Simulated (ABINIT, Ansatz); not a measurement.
# GeBr2 (P-3m1): Raman and infrared activity, part 2 of 4

Aim: Raman and infrared lines of GeBr2 (P-3m1).

ABINIT 10.8.3; DFT LDA, scalar-relativistic, plane waves, HGH norm-conserving pseudopotentials.

So far. Step 2 (Relaxation): The volume changes by -0.3 % from the cell with which this run began. Step 3 (Ground state): The cell stands at -2.2 GPa: the relaxation ran with a smoothed and higher cutoff and on another k mesh. The relaxed cell has a = 3.916, c = 6.106 Å (conventional setting).

The structure was built from a prototype and need not be the compound's stable phase.

## Step 5: Linear response at Γ

The derivative of the wavefunctions by k comes first, since the response to a field is built on it; then the field and the displacements that symmetry doesn't supply are solved at q = 0. By the 2n+1 theorem the first-order wavefunctions also give third derivatives: Raman tensors and the non-linear susceptibility.

It reads the wavefunctions written in step 3.

Contents of dfpt_gamma.abi:

```
ndtset 3

# common to the responses
getwfk_filepath "gso_WFK"
kptopt 2
nqpt 1
qpt 0.0 0.0 0.0
asr 0
chneut 0

# d/dk
rfelfd1 2
rfdir1 1 1 1
iscf1 -3
tolwfr1 1.0d-20

# displacements, field
rfphon2 1
rfatpol2 1 3
rfdir2 1 1 1
rfelfd2 3
getddk2 1
tolvrs2 1.0d-10
prepanl2 1
prtden2 1

# third order
optdriver3 5
getden_filepath3 "gso_DEN"
get1den3 2
get1wf3 2
getddk3 1
d3e_pert1_elfd3 1
d3e_pert1_phon3 1
d3e_pert1_atpol3 1 3
d3e_pert1_dir3 1 1 1
d3e_pert2_elfd3 1
d3e_pert2_dir3 1 1 1
d3e_pert3_elfd3 1
d3e_pert3_dir3 1 1 1
usepead3 1
tolvrs3 1.0d-10

# basis, mesh and filling
ecut 20.0
ixc 7
ngkpt 9 9 4
nshiftk 1
shiftk 0.0 0.0 0.5
istwfk *1
occopt 1
nband 9
nstep 100
diemac 9.0
prtebands 0
prtgsr 0

# cell and atoms
acell 7.399358601 7.399358601 11.53816544
rprim 
    1.0 0.0 0.0
    -0.5 0.8660254038 0.0
    0.0 0.0 1.0
ntypat 2
znucl 32 35
natom 3
typat 1 2 2
xred 
    0.0 0.0 0.0
    1/3 2/3 0.2612496809
    2/3 1/3 0.7387503191
pp_dirpath "./pseudo"
pseudos "Ge.hgh, Br.hgh"
```

Launch:

```bash
$ OMP_NUM_THREADS=1 mpirun -n 4 abinit dfpt_gamma.abi > dfpt_gamma.log
```

Numbers of over 12 decimals in the logs are rounded to 6 here.

dfpt_gamma.abo, the main output file:

```text
[banners, grids, parts of the stress and lines that vanish by symmetry left out]
- input  file    -> dfpt_gamma.abi
- output file    -> dfpt_gamma.abo
- root for input  files -> dfpt_gammai
[...]
DATASET    1 : space group P-3 m 1 (#164); Bravais hP (primitive hexag.)
[...]
nfft =       43200          nkpt =         162
[...]
DATASET    2 : space group P-3 m 1 (#164); Bravais hP (primitive hexag.)
[...]
nfft =       43200          nkpt =         162
[...]
DATASET    3 : space group P-3 m 1 (#164); Bravais hP (primitive hexag.)
[...]
mpw =        2357          nfft =       43200          nkpt =         162
[...]
== DATASET  1 ==================================================================
[...]
cutoff_energies: {ecut:  20.0, pawecutdg:  -1.0, }
[...]
Exchange-correlation functional for the present dataset will be:
  LDA: Perdew-Wang 92 LSD fit to Ceperley-Alder data - ixc=7
[...]
- 35.00000   7.00000     10605                znucl, zion, pspdat
[...]
Perturbation : derivative vs k along direction   1
[...]
-ETOT  1  -17.855756253165     -1.786E+01 9.894E-02 0.000E+00
 ETOT  2  -17.882614977529     -2.686E-02 1.990E-03 0.000E+00
 ETOT  3  -17.882789928349     -1.750E-04 2.258E-05 0.000E+00
 ETOT  4  -17.882791978507     -2.050E-06 1.014E-06 0.000E+00
 ETOT  5  -17.882792010266     -3.176E-08 1.004E-08 0.000E+00
[...]
At SCF step   13   max residual=  9.98E-21 < tolwfr=  1.00E-20 =>converged.
[...]
Perturbation : derivative vs k along direction   2
[...]
-ETOT  1  -17.855871491998     -1.786E+01 9.894E-02 0.000E+00
[...]
At SCF step   13   max residual=  9.98E-21 < tolwfr=  1.00E-20 =>converged.
[...]
Perturbation : derivative vs k along direction   3
[...]
-ETOT  1  -5.508016     -5.508E+00 2.532E-02 0.000E+00
[...]
At SCF step   14   max residual=  9.86E-21 < tolwfr=  1.00E-20 =>converged.
[...]
1        1       2.9751496247    0.0000000000
     1        2      -1.0306220620   -0.0000000000
     1        3       0.0000000000    0.0000000000
     2        1      -1.0306220620   -0.0000000000
     2        2       1.7850897748    0.0000000000
     2        3       0.0000000000    0.0000000000
     3        1       0.0000000000    0.0000000000
     3        2       0.0000000000    0.0000000000
     3        3       1.7266554542    0.0000000000
[...]
== DATASET  2 ==================================================================
[...]
cutoff_energies: {ecut:  20.0, pawecutdg:  -1.0, }
[...]
Exchange-correlation functional for the present dataset will be:
  LDA: Perdew-Wang 92 LSD fit to Ceperley-Alder data - ixc=7
[...]
Perturbation : displacement of atom   1   along direction   1
[...]
-ETOT  1   7.544550     -8.693E+01 4.007E-01 1.137E+04
[...]
At SCF step   10       vres2   =  1.31E-12 < tolvrs=  1.00E-10 =>converged.
[...]
Perturbation : displacement of atom   1   along direction   3
[...]
-ETOT  1   238.58895814186     -2.780E+01 5.303E+00 9.119E+05
[...]
At SCF step   12       vres2   =  1.37E-11 < tolvrs=  1.00E-10 =>converged.
[...]
Perturbation : displacement of atom   2   along direction   1
[...]
-ETOT  1   110.13982101180     -3.432E+02 4.563E-01 1.571E+05
[...]
At SCF step   11       vres2   =  1.82E-11 < tolvrs=  1.00E-10 =>converged.
[...]
Perturbation : displacement of atom   2   along direction   3
[...]
-ETOT  1   1644.1775188596      4.275E+02 3.610E+00 6.105E+06
[...]
At SCF step   14       vres2   =  1.02E-11 < tolvrs=  1.00E-10 =>converged.
[...]
Perturbation : homogeneous electric field along direction   1
[...]
-ETOT  1  -250.80627295116     -2.508E+02 2.257E+00 2.071E+04
[...]
At SCF step   11       vres2   =  3.14E-11 < tolvrs=  1.00E-10 =>converged.
[...]
Perturbation : homogeneous electric field along direction   2
[...]
-ETOT  1  -250.81805815307     -2.508E+02 2.257E+00 2.070E+04
[...]
At SCF step   11       vres2   =  3.41E-11 < tolvrs=  1.00E-10 =>converged.
[...]
Perturbation : homogeneous electric field along direction   3
[...]
-ETOT  1   18.371682659024      1.837E+01 1.341E+00 2.613E+05
[...]
ETOT 10  -53.612832795970     -2.510E-11 2.699E-12 3.801E-10
 ETOT 11  -53.612832795971     -1.279E-13 1.905E-13 6.642E-11
 At SCF step   11       vres2   =  6.64E-11 < tolvrs=  1.00E-10 =>converged.
[...]
Dielectric tensor, in cartesian coordinates,
[...]
1    5   1    5         7.4155018017        -0.0000000000
   1    5   2    5        -0.0000000000        -0.0000000000
   1    5   3    5        -0.0000000000        -0.0000000000
   2    5   1    5        -0.0000000000        -0.0000000000
   2    5   2    5         7.4155018019        -0.0000000000
   2    5   3    5        -0.0000000000        -0.0000000000
   3    5   1    5        -0.0000000000        -0.0000000000
   3    5   2    5        -0.0000000000        -0.0000000000
   3    5   3    5         5.1527602376        -0.0000000000
  Effective charges, in cartesian coordinates,
[...]
1    1   1    5         4.4064641653         0.0000000000
   2    1   1    5        -0.0000000000         0.0000000000
   3    1   1    5         0.0000000000         0.0000000000
   1    2   1    5        -2.2029788120         0.0000000000
   2    2   1    5         0.0000000000         0.0000000000
[...]
Effective charges, in cartesian coordinates,
[...]
2    5   1    3         0.0000000000         0.0000000000
   3    5   1    3         0.0000000000         0.0000000000
   1    5   2    3         0.0000000000         0.0000000000
   2    5   2    3        -2.2029788030         0.0000000000
   3    5   2    3         0.0000000000         0.0000000000
   1    5   3    3         0.0000000000         0.0000000000
   2    5   3    3         0.0000000000         0.0000000000
   3    5   3    3        -0.8438840117         0.0000000000
  Phonon wavevector (reduced coordinates) :  0.00000  0.00000  0.00000
 Phonon energies in Hartree :
[...]
Phonon frequencies in cm-1    :
- -1.306393E+00  3.405268E-01  3.405274E-01  7.486455E+01  7.486455E+01
-  1.105803E+02  1.105803E+02  1.376809E+02  2.003991E+02
  Phonon at Gamma, with non-analyticity in the
[...]
Phonon energies in Hartree :
[...]
Phonon frequencies in cm-1    :
- -1.306393E+00  3.405268E-01  3.408927E-01  7.486455E+01  1.105803E+02
-  1.105803E+02  1.376809E+02  1.934823E+02  2.003991E+02
  Phonon at Gamma, with non-analyticity in the
[...]
Phonon energies in Hartree :
[...]
Phonon frequencies in cm-1    :
- -1.306393E+00  3.405274E-01  3.408921E-01  7.486455E+01  1.105803E+02
-  1.105803E+02  1.376809E+02  1.934823E+02  2.003991E+02
  Phonon at Gamma, with non-analyticity in the
[...]
Phonon energies in Hartree :
[...]
Phonon frequencies in cm-1    :
- -1.305464E+00  3.405268E-01  3.405274E-01  7.486455E+01  7.486455E+01
-  1.105803E+02  1.105803E+02  1.376809E+02  2.165521E+02
[...]
== DATASET  3 ==================================================================
[...]
cutoff_energies: {ecut:  20.0, pawecutdg:  -1.0, }
[...]
Exchange-correlation functional for the present dataset will be:
  LDA: Perdew-Wang 92 LSD fit to Ceperley-Alder data - ixc=7
[...]
j1 : displacement of atom   2 along direction   1
[...]
j1 : displacement of atom   2 along direction   3
[...]
j1 : displacement of atom   2 along direction   3
[...]
j2 : displacement of atom   2 along direction   1
[...]
j2 : displacement of atom   2 along direction   3
[...]
j2 : displacement of atom   2 along direction   1
[...]
j2 : displacement of atom   2 along direction   3
[...]
j2 : displacement of atom   2 along direction   1
[...]
j2 : displacement of atom   2 along direction   3
[...]
j2 : displacement of atom   2 along direction   3
[...]
1          1       -0.000000000       -0.000000000       -0.000000000
[...]
1          2       -0.000000000       -0.000000000       -0.000000000
[...]
1          3       -0.000000000       -0.000000000       -0.000000000
[...]
2          1        0.000000001        0.011872312        0.022556895
[...]
2          2        0.011872313       -0.000000000       -0.000000000
[...]
2          3        0.026823923       -0.000000000       -0.000000000
[...]
3          1        0.000000000       -0.011872313       -0.022556895
[...]
3          2       -0.011872312       -0.000000000       -0.000000000
[...]
3          3       -0.026823923        0.000000000       -0.000000000
[...]
strten2     0.0000000000E+00  0.0000000000E+00  0.0000000000E+00
           strten3     0.0000000000E+00  0.0000000000E+00  0.0000000000E+00
================================================================================
```

It took 4.3 min on 4 MPI ranks of Arm Neoverse V2, shared host.

Read from the output:

* miss of the charge sum rule: 0.002588 e
* largest acoustic frequency at the zone centre before the sum rule: -1.31 cm⁻¹
* highest optical zone-centre mode (no LO-TO term): 200.4 cm⁻¹
* lowest optical zone-centre mode: 74.86 cm⁻¹
* mean high-frequency dielectric constant: 6.661
* largest Born charge in size (third of the trace): 3.501 e

Born charge (rows field, columns displacement), before the sum rule (e), principal values of the symmetric part by kind of site:

| atom | atoms with these values | low | middle | high | mean |
| --- | --- | --- | --- | --- | --- |
| Ge1 | 1 | 1.69 | 4.41 | 4.41 | 3.50 |
| Br2 | 2 | -2.20 | -2.20 | -0.84 | -1.75 |

In full for Ge1:

```
4.41 0.00 0.00
0.00 4.41 0.00
0.00 0.00 1.69
```

High-frequency dielectric tensor:

```
7.42 0.00 0.00
0.00 7.42 0.00
0.00 0.00 5.15
```

The acoustic modes at Γ come out as far as 1.3 cm⁻¹ from zero, where they should vanish, a small numerical error; the Born charges miss their sum rule by 0.0026 e, which is good.

## Step 6: Zone-centre analysis

anaddb reads the merged derivatives, imposes the acoustic sum rule and charge neutrality, and adds the LO-TO term along chosen directions.

Contents of anaddb.abi:

```
ddb_filepath "gamma_DDB"
output_file "anaddb.abo"
outdata_prefix "anaddb"
asr 1
chneut 1
enunit 2
eivec 1
nph1l 1
qph1l 0.0 0.0 0.0 1.0
dieflag 1
nph2l 3
qph2l 
    1.0 0.0 0.0 0.0
    0.0 0.0 1.0 0.0
    1.0 1.0 1.0 0.0
nlflag 1
ramansr 1
alphon 1
prtmbm 1
```

Contents of mrgddb.in:

```
gamma_DDB
merged
3
dfpt_gammao_DS2_DDB
dfpt_gammao_DS3_DDB
gso_DDB
```

Launch:

```bash
$ mrgddb < mrgddb.in > mrgddb.log
$ OMP_NUM_THREADS=1 anaddb anaddb.abi > anaddb.log
```

anaddb.abo, the main output file:

```text
[banners, grids, parts of the stress and lines that vanish by symmetry left out]
-outvars_anaddb: echo values of input variables ----------------------

 Flags :
[...]
Dielectric Tensor and Effective Charges
[...]
Effective charge tensors after
[...]
1          1       -0.000000000        0.000000000       -0.000000000
[...]
1          2       -0.000000000        0.000000000       -0.000000000
[...]
1          3       -0.000000000        0.000000000        0.000000000
[...]
2          1        0.000000000        0.011872312        0.022556895
[...]
2          2        0.011872312       -0.000000000       -0.000000000
[...]
2          3        0.026823923       -0.000000000        0.000000000
[...]
3          1       -0.000000000       -0.011872312       -0.022556895
[...]
3          2       -0.011872312       -0.000000000       -0.000000000
[...]
3          3       -0.026823923        0.000000000       -0.000000000
[...]
Phonon wavevector (reduced coordinates) :  0.00000  0.00000  0.00000
 Phonon energies in Hartree :
[...]
Phonon energies in meV     :
-  0.000000E+00  0.000000E+00  0.000000E+00  9.280866E+00  9.280866E+00
-  1.371074E+01  1.371074E+01  1.707177E+01  2.484624E+01
 Phonon frequencies in cm-1    :
-  0.000000E+00  0.000000E+00  0.000000E+00  7.485523E+01  7.485523E+01
-  1.105846E+02  1.105846E+02  1.376931E+02  2.003984E+02
 Phonon frequencies in Thz     :
-  0.000000E+00  0.000000E+00  0.000000E+00  2.244103E+00  2.244103E+00
-  3.315243E+00  3.315243E+00  4.127935E+00  6.007794E+00
 Phonon energies in Kelvin  :
-  0.000000E+00  0.000000E+00  0.000000E+00  1.077000E+02  1.077000E+02
-  1.591066E+02  1.591066E+02  1.981096E+02  2.883286E+02
[...]
-  1  0.00000000E+00  0.00000000E+00 -1.53633197E-03
-     0.00000000E+00  0.00000000E+00  0.00000000E+00
-  2  0.00000000E+00  0.00000000E+00 -1.53633198E-03
-     0.00000000E+00  0.00000000E+00  0.00000000E+00
-  3  0.00000000E+00  0.00000000E+00 -1.53633198E-03
-     0.00000000E+00  0.00000000E+00  0.00000000E+00
[...]
-  1  0.00000000E+00  1.53633238E-03  0.00000000E+00
-     0.00000000E+00  0.00000000E+00  0.00000000E+00
-  2  0.00000000E+00  1.53633179E-03  0.00000000E+00
-     0.00000000E+00  0.00000000E+00  0.00000000E+00
-  3  0.00000000E+00  1.53633179E-03  0.00000000E+00
-     0.00000000E+00  0.00000000E+00  0.00000000E+00
[...]
-  1  1.53633238E-03  0.00000000E+00  0.00000000E+00
-     0.00000000E+00  0.00000000E+00  0.00000000E+00
-  2  1.53633179E-03  0.00000000E+00  0.00000000E+00
-     0.00000000E+00  0.00000000E+00  0.00000000E+00
-  3  1.53633179E-03  0.00000000E+00  0.00000000E+00
-     0.00000000E+00  0.00000000E+00  0.00000000E+00
[...]
-  1  0.00000000E+00  2.27921900E-03  0.00000000E+00
-     0.00000000E+00  0.00000000E+00  0.00000000E+00
[...]
-     0.00000000E+00  0.00000000E+00  0.00000000E+00
[...]
-     0.00000000E+00  0.00000000E+00  0.00000000E+00
[...]
-     0.00000000E+00  0.00000000E+00  0.00000000E+00
[...]
-     0.00000000E+00  0.00000000E+00  0.00000000E+00
[...]
-     1         -0.000000     0.000000     0.000000     0.000000
-     2          0.000000     0.000001    -0.000000     0.000001
-     3          0.000001     0.000000     0.000000     0.000001
-     4          5.391280    -0.000000    -0.000000     5.391280
-     5          0.000000    -5.391280    -0.000000     5.391280
-     6          0.000000    -0.000000     0.000000     0.000000
-     7         -0.000000     0.000000    -0.000000     0.000000
[...]
-   1     Real    0.0000E+00  0.0000E+00  0.0000E+00  0.0000E+00  0.0000E+00  0.0000E+00  0.0000E+00
[...]
-   2     Real    0.0000E+00  0.0000E+00  0.0000E+00  0.0000E+00  0.0000E+00  0.0000E+00  0.0000E+00
[...]
-   3     Real    0.0000E+00  0.0000E+00  0.0000E+00  0.0000E+00  0.0000E+00  0.0000E+00  0.0000E+00
[...]
-   4     Real    2.1333E-04  0.0000E+00  0.0000E+00  0.0000E+00  0.0000E+00  0.0000E+00  2.1333E-04
[...]
-   5     Real    0.0000E+00  2.1333E-04  0.0000E+00  0.0000E+00  0.0000E+00  0.0000E+00  2.1333E-04
[...]
-   6     Real    0.0000E+00  0.0000E+00  0.0000E+00  0.0000E+00  0.0000E+00  0.0000E+00  0.0000E+00
[...]
-   7     Real    0.0000E+00  0.0000E+00  0.0000E+00  0.0000E+00  0.0000E+00  0.0000E+00  0.0000E+00
[...]
Phonon at Gamma, with non-analyticity in the
[...]
Phonon energies in Hartree :
[...]
Phonon energies in meV     :
-  0.000000E+00  0.000000E+00  0.000000E+00  9.280866E+00  1.371074E+01
[...]
Phonon frequencies in cm-1    :
-  0.000000E+00  0.000000E+00  0.000000E+00  7.485523E+01  1.105846E+02
[...]
Phonon frequencies in Thz     :
-  0.000000E+00  0.000000E+00  0.000000E+00  2.244103E+00  3.315243E+00
[...]
Phonon energies in Kelvin  :
-  0.000000E+00  0.000000E+00  0.000000E+00  1.077000E+02  1.591066E+02
[...]
Phonon at Gamma, with non-analyticity in the
[...]
Phonon energies in Hartree :
[...]
Phonon energies in meV     :
-  0.000000E+00  0.000000E+00  0.000000E+00  9.280866E+00  9.280866E+00
[...]
Phonon frequencies in cm-1    :
-  0.000000E+00  0.000000E+00  0.000000E+00  7.485523E+01  7.485523E+01
[...]
Phonon frequencies in Thz     :
-  0.000000E+00  0.000000E+00  0.000000E+00  2.244103E+00  2.244103E+00
[...]
Phonon energies in Kelvin  :
-  0.000000E+00  0.000000E+00  0.000000E+00  1.077000E+02  1.077000E+02
[...]
-  2  1.85276651E-03  0.00000000E+00  0.00000000E+00
[...]
-  3 -1.85276651E-03  0.00000000E+00  0.00000000E+00
[...]
-        -0.000000000       0.000000000       0.000000000
-        -0.000000000       0.000000000       0.000000000
[...]
-        -0.000000000       0.000000000       0.000000000
-         0.000000000      -0.000000000      -0.000000000
-         0.000000000      -0.000000000       0.000000000
[...]
-        -0.000000000       0.000000000      -0.000000000
[...]
Phonon at Gamma, with non-analyticity in the
[...]
Phonon energies in Hartree :
[...]
Phonon energies in meV     :
-  0.000000E+00  0.000000E+00  0.000000E+00  9.280866E+00  1.371074E+01
-  1.371074E+01  1.707177E+01  2.020328E+01  2.617495E+01
 Phonon frequencies in cm-1    :
-  0.000000E+00  0.000000E+00  0.000000E+00  7.485523E+01  1.105846E+02
-  1.105846E+02  1.376931E+02  1.629504E+02  2.111152E+02
 Phonon frequencies in Thz     :
-  0.000000E+00  0.000000E+00  0.000000E+00  2.244103E+00  3.315243E+00
-  3.315243E+00  4.127935E+00  4.885132E+00  6.329074E+00
 Phonon energies in Kelvin  :
-  0.000000E+00  0.000000E+00  0.000000E+00  1.077000E+02  1.591066E+02
-  1.591066E+02  1.981096E+02  2.344493E+02  3.037476E+02
[...]
-  2  1.85276651E-03  0.00000000E+00  0.00000000E+00
[...]
-  3 -1.85276651E-03  0.00000000E+00  0.00000000E+00
[...]
-         0.001028996      -0.000000002       0.000000004
-         0.001955050       0.000000004       0.000000000
[...]
Direction                     Dielectric constant
[...]
0.00000   0.00000   1.00000      6.01685591
   1.00000   1.00000   1.00000     35.03266426
-
```

Elapsed: 0.61 s, on 1 thread.

This step gave:

- mean static dielectric constant: 35.03
- highest mode moved by the LO-TO term: 216.6 cm⁻¹

No LO-TO term; unit eigenvectors of the mass-weighted matrix, from anaddb's displacements. Modes at Γ, with each element's share of the kinetic energy:

| mode | frequency (cm⁻¹) | Ge % | Br % |
| --- | --- | --- | --- |
| 1 | 0.0 | 31 | 69 |
| 2 | 0.0 | 31 | 69 |
| 3 | 0.0 | 31 | 69 |
| 4 | 74.9 | 69 | 31 |
| 5 | 74.9 | 69 | 31 |
| 6 | 110.6 | 0 | 100 |
| 7 | 110.6 | 0 | 100 |
| 8 | 137.7 | 0 | 100 |
| 9 | 200.4 | 69 | 31 |

Displacements in mode 4 (74.9 cm⁻¹), the largest set to 1:
```
Ge1  0.00  1.00  0.00
Br2  0.00 -0.45  0.00
Br3  0.00 -0.45  0.00
```

Displacements in mode 9 (200.4 cm⁻¹), the largest set to 1:
```
Ge1  0.00  0.00  1.00
Br2  0.00  0.00 -0.45
Br3  0.00  0.00 -0.45
```

From anaddb's Raman susceptibilities, degenerate modes summed; transverse modes, the longitudinal lines of polar modes are not listed. Raman lines, with heights relative to the strongest:

| position (cm⁻¹) | lines merged | Raman activity (Å⁴/amu), powder, relative |
| --- | --- | --- |
| 75 | 2 | 0.0 |
| 111 | 2 | 8.0 |
| 138 | 1 | 100 |
| 200 | 1 | 0.0 |

Static dielectric tensor (ions relaxed, fixed cell):

```
49.54  0.00  0.00
 0.00 49.54  0.00
 0.00  0.00  6.02
```

The rule moves no optical mode by more than 0.1 cm⁻¹.

[end of part 2 of 4]

[Host names and launcher messages were left out of these logs when they were recorded.]

[Logs are printed without paths, hosts, clocks, repeated set-up lines and the standing remarks that a program may print on its own settings, such as how far it seeks lower states.]

[Hosts, paths, dates, database ids (printed as entryN), source tags and the programs' standing remarks are cut or masked in the printed files.]
